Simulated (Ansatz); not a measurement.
## Decaying states in the gap of Na4MgZnSe4

Wanted: the relaxed cell of Na4MgZnSe4, its band edges and its decay constants. It is built by putting Mg for part of the Zn in the Na2ZnSe2 structure of space group Ibam, with the volume rescaled by atomic radii. The parent structure comes from the Materials Project.

Program: Ansatz 0.2.0. Level of theory: LDA DFT, plane waves, PAW files, in the first sound run; inputs show where later runs differ. Results are calculated unless marked as measured.

Most raw output is cut from this account.

The structure was built from a prototype and need not be the compound's stable phase.

## 1. Set-up

It takes space group I222 (No. 23, orthorhombic). The conventional cell has a = 6.132 Å, b = 6.657 Å, c = 11.807 Å, α = 90.00°, β = 90.00°, γ = 90.00°. Na has 6 Se at 2.94 to 3.71 Å and 1 Zn at 3.19 Å and 1 Mg at 3.19 Å and 2 Na at 3.73 Å nearest. Mg has 4 Se at 2.50 Å nearest. Zn has 4 Se at 2.50 Å nearest. Nearest to Se lie 1 Zn at 2.50 Å and 1 Mg at 2.50 Å and 6 Na at 2.94 to 3.71 Å. It derives from Na2ZnSe2. Mg for part of the Zn in the Na2ZnSe2 structure of space group Ibam. Farther neighbours and most contacts between anions are not listed.

## 2. Cell and atoms at rest

The substituted atoms don't fit the parent's cell, so cell and atoms relax together. A small smearing keeps the run stable in case the gap closes on the way.

input.yaml reads:

```yaml
crystal:
  lattice:
    - [-3.3285125467, 5.9036534081, 3.0659668815]
    - [3.3285125467, -5.9036534081, 3.0659668815]
    - [3.3285125467, 5.9036534081, -3.0659668815]
  atoms:
    - { symbol: Na, position: [0.13868973, 0.34060662, 0.47929635] }
    - { symbol: Na, position: [0.86131027, 0.65939338, 0.52070365] }
    - { symbol: Na, position: [0.36131027, 0.84060662, 0.20191689] }
    - { symbol: Na, position: [0.63868973, 0.15939338, 0.79808311] }
    - { symbol: Mg, position: [0.25, 0.25, 0.0] }
    - { symbol: Zn, position: [0.75, 0.75, 0.0] }
    - { symbol: Se, position: [0.61471835, 0.71522759, 0.32994594] }
    - { symbol: Se, position: [0.38528165, 0.28477241, 0.67005406] }
    - { symbol: Se, position: [0.88528165, 0.21522759, 0.10050924] }
    - { symbol: Se, position: [0.11471835, 0.78477241, 0.89949076] }
kpoints:
  mp_grid: { grid: [6, 6, 6] }
scf:
  occupations: { method: gaussian, width: 0.03 }
hamiltonian:
  xc: lda
output:
  forces: true
  stress: true
relax:
  f_tol: 0.02
  max_steps: 60
  cell: {}
```

The run is started by

```
ansatz run input.yaml --threads 2 --pin off --max-ram 4096MiB --backend cpu --events-out ev --progress --plain --runs-dir out
```

Wall time 3.4 min (2 threads of Arm Neoverse V1, shared host); peak memory 0.89 GiB; 6.7 min of CPU time.

Relaxation path:

| step | energy less that of the first step (eV) | largest force component (eV/Å) | pressure (GPa) | volume (Å³) |
| --- | --- | --- | --- | --- |
| 1 | 0.0000 | 0.3656 | -1.48 | 240.99 |
| 2 | -0.1271 | 0.0723 | -0.47 | 231.71 |
| 3 | -0.1498 | 0.0134 | 0.24 | 226.95 |
| 4 | -0.1540 | 0.0263 | -0.04 | 229.12 |
| 5 | -0.1552 | 0.0071 | -0.02 | 229.06 |
| 6* | -0.1539 | 0.0069 | -0.01 | 229.06 |

Relaxation steps marked * repeat the geometry before them on a plane-wave basis chosen anew for their cell, so energy and pressure can jump there.

The run keeps the 4 symmetry operations that it works with, so distortions that break them were not tested.

```
conventional cell, symmetrised  before   after  change
                         a (Å)   6.132   6.027  -1.7 %
                         b (Å)   6.657   6.726  +1.0 %
                         c (Å)  11.807  11.302  -4.3 %
              volume (Å³/atom)   24.10   22.91  -4.9 %
```

The atoms that moved most (Å, as changes of fractional coordinates times the final cell):

```
atom      dx      dy      dz  length
 Na3   0.086  -0.002   0.062   0.106
 Na2  -0.086  -0.002  -0.062   0.106
 Na1   0.086   0.002  -0.062   0.106
 Na4  -0.086   0.002   0.062   0.106
 Se9   0.042  -0.009  -0.057   0.071
 Se8  -0.042  -0.009   0.057   0.071
 Se7   0.042   0.009   0.057   0.071
Se10  -0.042   0.009  -0.057   0.071
```

This step gave:

```
free energy  : -32557.6450 eV
Fermi energy : 5.614 eV
pressure     : -0.01480 GPa
```

The largest force component on a free atom ends at 0.0069 eV/Å.

## 3. Band edges

The energy window and the wavevectors of the next steps follow from the band edges, so these are searched first, off the mesh as well.

input.yaml reads:

```yaml
crystal:
  lattice:
    - [-3.3628560723, 5.651135457, 3.0133517902]
    - [3.3628560723, -5.651135457, 3.0133517902]
    - [3.3628560723, 5.651135457, -3.0133517902]
  atoms:
    - { symbol: Na, position: [0.1285955846, 0.3431292199, 0.4921941538] }
    - { symbol: Na, position: [0.8509350661, 0.6364014307, 0.5078058462] }
    - { symbol: Na, position: [0.3714044154, 0.8635985693, 0.2145336354] }
    - { symbol: Na, position: [0.6490649339, 0.1568707801, 0.7854663646] }
    - { symbol: Mg, position: [0.25, 0.25, 0.0] }
    - { symbol: Zn, position: [0.75, 0.75, 0.0] }
    - { symbol: Se, position: [0.6249375647, 0.7309141798, 0.3370451335] }
    - { symbol: Se, position: [0.3938690462, 0.2878924312, 0.6629548665] }
    - { symbol: Se, position: [0.8750624353, 0.2121075688, 0.105976615] }
    - { symbol: Se, position: [0.1061309538, 0.7690858202, 0.894023385] }
kpoints:
  mp_grid: { grid: [6, 6, 6] }
  band_path: { path: [VBM, CBM], npoints: 30 }
scf:
  occupations: { method: fixed }
hamiltonian:
  xc: lda
output:
  eigenvalues: true
  write_potential: true
  write_density: true
  volumetric_format: npy
  elf: true
```

Run time: 2 min. Hardware: 2 threads; peak memory 0.98 GiB.

Numbers from this step:

| Quantity | Value |
| --- | --- |
| Fermi energy | 4.639 eV |
| gap on the k-mesh | 1.950 eV |
| gap on path | 1.950 eV, by band count; negative where bands overlap |
| direct gap on path | 1.950 eV |
| edge places on path | 0, 0 1/A along the path |

Levels at VBM (eV): -6.22, -6.16, -6.14, -6.12, -6.09, -4.17, -2.72, -2.58, -1.97, -1.94, -1.77, -1.74, -1.63, -0.76, -0.25, -0.08, 0.00, 1.95, 3.21, 3.73, 5.29, 5.34, 6.25, 6.36, 6.40, 6.53, 6.70, 7.00, 7.79.

Electrostatic potential energy in the bc plane of the conventional cell at fractional x = 0.240, with atoms of Na and Se within 0.2 Å of it. With pseudopotentials it is smooth inside the atoms' cores, unlike the true potential.

Values in eV, 13 rows by 16 columns, each cell a mean:
```
  7   7   7   7   5   3   3   6   8   8   4  -5  -7  -7   0   6
  9   8   7   3 -16 -38 -35  -7   6   6  -6 -10  -2  -7 -11   5
  9   9   8   6  -1 -13 -10   2   7   8   6  -1  -4  -3   4   8
  8   9   8   5   2   3   7   9   9   9   9   7   4   0   1   5
  5   6  -4 -11  -5  -9  -8   6   9   9   7   3 -18 -42 -38  -9
  7   8  -1  -9  -8  -9  -6   5   7   8   7   6   1  -9  -6   3
  8   8   7   6   5   6   7   6   6   6   4   2   3   6   8   9
  4  -9 -19 -11   3   7   8   8   7  -2 -11  -6  -8  -9   5   7
  1 -24 -38 -27   0   6   8   9   8   1 -10  -8  -9  -6   6   7
  8   6   4   5   7   8   9   9   9   7   6   5   6   8   9   9
  9   5  -5  -7  -6   0   7   7   3 -12 -24 -14   3   7   9   9
  7  -4 -11  -3  -6 -12   4   7   2 -19 -33 -22   1   6   8   8
  6   5  -1  -4  -3   3   8   9   8   6   5   6   7   7   7   7
```
Columns run along b (6.7 Å; values clipped at the 3rd and 97th percentile), rows up along c (11.3 Å), edges of the conventional cell, whose origin can differ from the input's. Atoms in or near the plane, at fractional coordinates: Na at (0.15, 0.36), Na at (0.85, 0.64), Na at (0.65, 0.14), Na at (0.35, 0.86), Se at (0.78, 0.88), Se at (0.22, 0.12), Se at (0.28, 0.62), Se at (0.72, 0.38).

ELF in the bc plane of the conventional cell at fractional x = 0.240, with atoms of Na and Se within 0.2 Å of it. It is the smooth field of the valence electrons, not physical close to the nuclei.

Values, 13 rows by 16 columns, each cell a mean:
```
0.27 0.20 0.25 0.25 0.22 0.22 0.16 0.05 0.18 0.60 0.78 0.78 0.70 0.71 0.68 0.51
0.42 0.14 0.03 0.09 0.49 0.47 0.52 0.35 0.12 0.65 0.81 0.66 0.34 0.51 0.76 0.70
0.25 0.07 0.05 0.08 0.24 0.34 0.33 0.16 0.06 0.38 0.68 0.77 0.78 0.79 0.74 0.58
0.06 0.26 0.54 0.67 0.68 0.64 0.56 0.40 0.15 0.06 0.14 0.20 0.23 0.28 0.23 0.10
0.10 0.60 0.80 0.70 0.46 0.60 0.77 0.70 0.41 0.12 0.02 0.10 0.53 0.44 0.50 0.38
0.18 0.68 0.82 0.74 0.55 0.61 0.71 0.58 0.32 0.17 0.13 0.11 0.20 0.31 0.29 0.12
0.08 0.23 0.39 0.49 0.56 0.53 0.41 0.28 0.27 0.42 0.58 0.65 0.64 0.58 0.43 0.19
0.10 0.33 0.39 0.35 0.12 0.07 0.12 0.25 0.53 0.71 0.64 0.43 0.59 0.80 0.79 0.38
0.16 0.51 0.43 0.52 0.24 0.02 0.05 0.24 0.60 0.77 0.75 0.60 0.67 0.79 0.71 0.24
0.09 0.20 0.29 0.31 0.33 0.29 0.13 0.07 0.20 0.37 0.47 0.53 0.57 0.50 0.28 0.09
0.53 0.75 0.80 0.76 0.77 0.77 0.61 0.18 0.10 0.38 0.41 0.40 0.14 0.03 0.05 0.19
0.60 0.74 0.64 0.34 0.52 0.79 0.78 0.34 0.14 0.47 0.45 0.48 0.20 0.03 0.09 0.28
0.34 0.56 0.69 0.72 0.75 0.75 0.63 0.30 0.06 0.11 0.22 0.29 0.36 0.37 0.28 0.22
```
Columns run along b (6.7 Å), rows up along c (11.3 Å), edges of the conventional cell, whose origin can differ from the input's. Atoms in or near the plane, at fractional coordinates: Na at (0.15, 0.36), Na at (0.85, 0.64), Na at (0.65, 0.14), Na at (0.35, 0.86), Se at (0.78, 0.88), Se at (0.22, 0.12), Se at (0.28, 0.62), Se at (0.72, 0.38).

Valence density in the bc plane of the conventional cell at fractional x = 0.240, with atoms of Na and Se within 0.2 Å of it. It is the smooth field of the valence electrons, not physical close to the nuclei.

Values in e/Å³, 13 rows by 16 columns, each cell a mean:
```
 0  0  0  0  0  0  0  0  0  0  0  1  2  2  0  0
 0  0  0  0  2 10  8  1  0  0  1  5 20 10  1  0
 0  0  0  0  1  3  2  0  0  0  0  1  1  1  0  0
 0  0  0  0  0  0  0  0  0  0  0  0  0  0  0  0
 0  0  1  4 16  8  1  0  0  0  0  0  3 12  9  1
 0  0  1  3 10  5  1  0  0  0  0  0  0  2  1  0
 0  0  0  0  0  0  0  0  0  0  0  0  0  0  0  0
 0  1  4  2  0  0  0  0  0  1  4 15  9  1  0  0
 0  4 12  5  0  0  0  0  0  0  2  9  5  1  0  0
 0  0  0  0  0  0  0  0  0  0  0  0  0  0  0  0
 0  0  1  2  2  0  0  0  0  2  6  3  0  0  0  0
 0  1  4 20 11  1  0  0  0  3  9  4  0  0  0  0
 0  0  1  1  1  0  0  0  0  0  0  0  0  0  0  0
```
Columns run along b (6.7 Å), rows up along c (11.3 Å), edges of the conventional cell, whose origin can differ from the input's. Atoms in or near the plane, at fractional coordinates: Na at (0.15, 0.36), Na at (0.85, 0.64), Na at (0.65, 0.14), Na at (0.35, 0.86), Se at (0.78, 0.88), Se at (0.22, 0.12), Se at (0.28, 0.62), Se at (0.72, 0.38).

The searched edges give 1.95 eV, as on the mesh.

## 4. Complex bands

This step: LDA DFT, plane waves, PAW files; complex bands by layer matching along the plane's normal (Ansatz 0.2.0).

The same crystal is laid in a cell whose first two vectors span the (001) plane (indices of the standard conventional cell, whose axes can be ordered otherwise than in the bulk input). At fixed energy and wavevector in the plane the solver finds all kz, real and complex. A few wavevectors are listed, (0, 0) and (0.5, 0) in units of the plane's reciprocal vectors; the slowest state needn't be among them.

input.yaml reads:

```yaml
crystal:
  lattice:
    - [6.725712145, 0.0, 0.0]
    - [0.0, 6.02670358, 0.0]
    - [3.362856072, 3.01335179, 5.651135457]
  atoms:
    - { symbol: Na, position: [0.4921941538, 0.1285955845, 0.7223394816] }
    - { symbol: Na, position: [0.5078058462, 0.8509350661, 0.2776605184] }
    - { symbol: Na, position: [0.2145336354, 0.3714044155, 0.2776605184] }
    - { symbol: Na, position: [0.7854663646, 0.6490649339, 0.7223394816] }
    - { symbol: Mg, position: [0.0, 0.25, 0.0] }
    - { symbol: Zn, position: [0.0, 0.75, 0.0] }
    - { symbol: Se, position: [0.3370451335, 0.6249375647, 0.7689314815] }
    - { symbol: Se, position: [0.6629548665, 0.3938690462, 0.2310685185] }
    - { symbol: Se, position: [0.105976615, 0.8750624353, 0.2310685185] }
    - { symbol: Se, position: [0.894023385, 0.1061309538, 0.7689314815] }
kpoints:
  mp_grid: { grid: [4, 4, 4] }
scf:
  occupations: { method: fixed }
hamiltonian:
  xc: lda
output:
  eigenvalues: true
  transmission:
    leads: [[0, 0]]
    kpoints: [[0.0, 0.0], [0.5, 0.0]]
    e_range: [-1.0, 2.95]
    de: 0.1
```

Run time: 2.2 min. Hardware: 2 threads; peak memory 1.4 GiB.

This step gave:

| Property | Result |
| --- | --- |
| free energy | -32557.6443 eV |
| Fermi energy | 4.640 eV |
| level to which the leads are filled | 0.9750 eV from the Fermi level |
| decay constant at the filling level, zone centre | 0.1666 Å⁻¹ |
| decay constant at the filling level, slowest listed point | 0.1666 Å⁻¹ |

K parallel (0, 0); values up to 1.5 1/Å, a degenerate pair printed once or twice; energies at which all values exceed this have no row. Im kz of the slowest decaying states against energy, zero at the highest filled level on the SCF mesh:

```csv
energy (eV),decay 1 (Å⁻¹),decay 2 (Å⁻¹),decay 3 (Å⁻¹),decay 4 (Å⁻¹)
-1.00,0.220,0.227,0.302,0.311
-0.80,0.126,0.170,0.195,0.285
-0.60,0.117,0.159,0.239,0.323
-0.40,0.283,0.352,0.390,0.498
-0.20,0.154,0.207,0.314,0.374
0.00,0.00638,0.0690,0.269,0.319
0.20,0.121,0.222,0.304,0.352
0.40,0.147,0.300,0.326,0.363
0.60,0.161,0.339,0.352,0.370
0.80,0.167,0.347,0.374,0.391
1.00,0.167,0.351,0.375,0.414
1.10,0.164,0.352,0.374,0.409
1.30,0.154,0.350,0.371,0.399
1.50,0.136,0.346,0.366,0.386
1.70,0.106,0.340,0.358,0.371
1.90,0.0499,0.331,0.348,0.352
2.10,0.324,0.327,0.335,0.348
2.30,0.307,0.319,0.320,0.415
2.50,0.284,0.288,0.299,0.406
2.70,0.249,0.258,0.275,0.395
2.90,0.198,0.225,0.244,0.382
```

K parallel (0, 0). Re kz of states that move upwards against energy, zero at the highest filled level on the SCF mesh:

```csv
energy (eV),channel 1 (Å⁻¹),channel 2 (Å⁻¹),channel 3 (Å⁻¹),channel 4 (Å⁻¹)
-1.00,-0.346,0.463,-,-
-0.80,-0.277,-,-,-
-0.60,-0.219,0.280,-,-
-0.40,-0.391,-0.300,-0.161,0.488
-0.20,-0.250,-0.0923,-,-
0.00,-,-,-,-
0.20,-,-,-,-
0.40,-,-,-,-
0.60,-,-,-,-
0.80,-,-,-,-
1.00,-,-,-,-
1.10,-,-,-,-
1.30,-,-,-,-
1.50,-,-,-,-
1.70,-,-,-,-
1.90,-,-,-,-
2.10,0.0903,-,-,-
2.30,0.144,-,-,-
2.50,0.187,-,-,-
2.70,0.227,-,-,-
2.90,0.266,-,-,-
```

K parallel (0.5, 0); values up to 1.5 1/Å, a degenerate pair printed once or twice; energies at which all values exceed this have no row. Table of Im kz of the slowest decaying states by energy, zero at the highest filled level on the SCF mesh:

```csv
energy (eV),decay 1 (Å⁻¹),decay 2 (Å⁻¹),decay 3 (Å⁻¹),decay 4 (Å⁻¹)
-1.00,0.0299,0.130,0.360,0.572
-0.70,0.0443,0.158,0.336,0.525
-0.40,0.187,0.382,0.985,1.46
-0.20,0.183,0.252,0.349,0.418
0.00,0.267,0.350,0.518,0.923
0.10,0.292,0.369,0.538,0.906
0.40,0.344,0.412,0.574,0.851
0.70,0.377,0.444,0.596,0.785
1.00,0.400,0.471,0.659,1.27
1.20,0.410,0.486,0.635,1.25
1.50,0.419,0.442,0.533,0.613
1.80,0.406,0.428,0.535,0.597
2.10,0.379,0.428,0.524,0.579
2.30,0.359,0.426,0.513,0.564
2.60,0.323,0.421,0.492,0.539
2.90,0.280,0.412,0.464,0.509
```

At the listed wavevectors the last open channel is at -0.10 eV and the next at +2.00 eV on the grid. At +1.00 eV, the grid energy nearest the filling level (the middle of the gap on the SCF mesh), the slowest state at the listed wavevectors decays with κ = 0.167 Å⁻¹, its amplitude falling by e over 6.0 Å. Through 1 nm of this crystal that state's transmission falls by exp(−2 × 0.167 Å⁻¹ × 10 Å) = 0.036.

## 5. Band edges at another level, cutoff 1197.3 eV

This step: LDA DFT, plane waves, norm-conserving files (Ansatz 0.2.0).

The edges again with norm-conserving files, at the same atoms. Against that run the cutoff is 1197 eV against 420.

input.yaml reads:

```yaml
crystal:
  lattice:
    - [-3.3628560723, 5.651135457, 3.0133517902]
    - [3.3628560723, -5.651135457, 3.0133517902]
    - [3.3628560723, 5.651135457, -3.0133517902]
  atoms:
    - { symbol: Na, position: [0.1285955846, 0.3431292199, 0.4921941538] }
    - { symbol: Na, position: [0.8509350661, 0.6364014307, 0.5078058462] }
    - { symbol: Na, position: [0.3714044154, 0.8635985693, 0.2145336354] }
    - { symbol: Na, position: [0.6490649339, 0.1568707801, 0.7854663646] }
    - { symbol: Mg, position: [0.25, 0.25, 0.0] }
    - { symbol: Zn, position: [0.75, 0.75, 0.0] }
    - { symbol: Se, position: [0.6249375647, 0.7309141798, 0.3370451335] }
    - { symbol: Se, position: [0.3938690462, 0.2878924312, 0.6629548665] }
    - { symbol: Se, position: [0.8750624353, 0.2121075688, 0.105976615] }
    - { symbol: Se, position: [0.1061309538, 0.7690858202, 0.894023385] }
kpoints:
  mp_grid: { grid: [6, 6, 6] }
  band_path: { path: [VBM, CBM], npoints: 30 }
scf:
  occupations: { method: fixed }
hamiltonian:
  xc: lda
  pseudopotentials: { kind: nc }
output:
  eigenvalues: true
```

It took 8.7 min on 2 threads; peak memory 2.4 GiB.

Numbers from this step:

* free energy: -25463.4152 eV
* Fermi energy: 5.096 eV
* gap on the k-mesh: 1.946 eV
* gap on path: 1.946 eV, by band count; negative where bands overlap
* direct gap on path: 1.946 eV

Levels at VBM (eV): -6.22, -6.16, -6.13, -6.11, -6.08, -4.17, -2.72, -2.58, -1.97, -1.94, -1.77, -1.74, -1.63, -0.76, -0.25, -0.08, 0.00, 1.95, 3.21, 3.74, 5.29, 5.34, 6.25, 6.37, 6.41, 6.53, 6.70, 7.00, 7.80.

The searched edges give 1.95 eV, as on the mesh.

## 6. Complex bands at another level

This step: LDA DFT, plane waves, norm-conserving files; complex bands by layer matching along the plane's normal (Ansatz 0.2.0).

The complex bands at that level, over its own gap, at (0, 0) and (0.5, 0).

input.yaml reads:

```yaml
crystal:
  lattice:
    - [6.725712145, 0.0, 0.0]
    - [0.0, 6.02670358, 0.0]
    - [3.362856072, 3.01335179, 5.651135457]
  atoms:
    - { symbol: Na, position: [0.4921941538, 0.1285955845, 0.7223394816] }
    - { symbol: Na, position: [0.5078058462, 0.8509350661, 0.2776605184] }
    - { symbol: Na, position: [0.2145336354, 0.3714044155, 0.2776605184] }
    - { symbol: Na, position: [0.7854663646, 0.6490649339, 0.7223394816] }
    - { symbol: Mg, position: [0.0, 0.25, 0.0] }
    - { symbol: Zn, position: [0.0, 0.75, 0.0] }
    - { symbol: Se, position: [0.3370451335, 0.6249375647, 0.7689314815] }
    - { symbol: Se, position: [0.6629548665, 0.3938690462, 0.2310685185] }
    - { symbol: Se, position: [0.105976615, 0.8750624353, 0.2310685185] }
    - { symbol: Se, position: [0.894023385, 0.1061309538, 0.7689314815] }
kpoints:
  mp_grid: { grid: [4, 4, 4] }
scf:
  occupations: { method: fixed }
hamiltonian:
  xc: lda
  pseudopotentials: { kind: nc }
output:
  eigenvalues: true
  transmission:
    leads: [[0, 0]]
    kpoints: [[0.0, 0.0], [0.5, 0.0]]
    e_range: [-1.0, 2.95]
    de: 0.1
```

Elapsed: 0.26 s, on 2 threads; peak memory 0.21 GiB.

The program refused the input before any cycle.

The program's message: “Error: memory limit exceeded: the `transmission` phase of `transmission` needs 8.94 GiB against the run's memory maximum of 4.00 GiB; largest carriers: transmission 8.56 GiB, unmodelled-tail allowance …”

## 7. Summary of results

```yaml
band_gap: 1.95 eV
least_decay_constant_at_mid_gap_normal_to_001: 0.167 Å⁻¹
```

What this shows: With LDA, the slowest decay at the wavevectors tried is κ = 0.167 Å⁻¹, normal to (001). Through such a film the transmission near mid-gap falls as exp(−2κd), a factor of ten every 6.9 Å. A free electron under a barrier of half the gap would need a mass of 0.11 mₑ to decay at this rate. The compound is made up by substitution; its stability against other phases and against distortions of the cell's symmetry was not tested. A semilocal functional narrows gaps, so real decay constants are likely larger.

[Logs are printed without paths, hosts, clocks, repeated set-up lines and the standing remarks that a program may print on its own settings, such as how far it seeks lower states.]

[Hosts, paths, dates, database ids (printed as entryN), source tags and the programs' standing remarks are cut or masked in the printed files.]
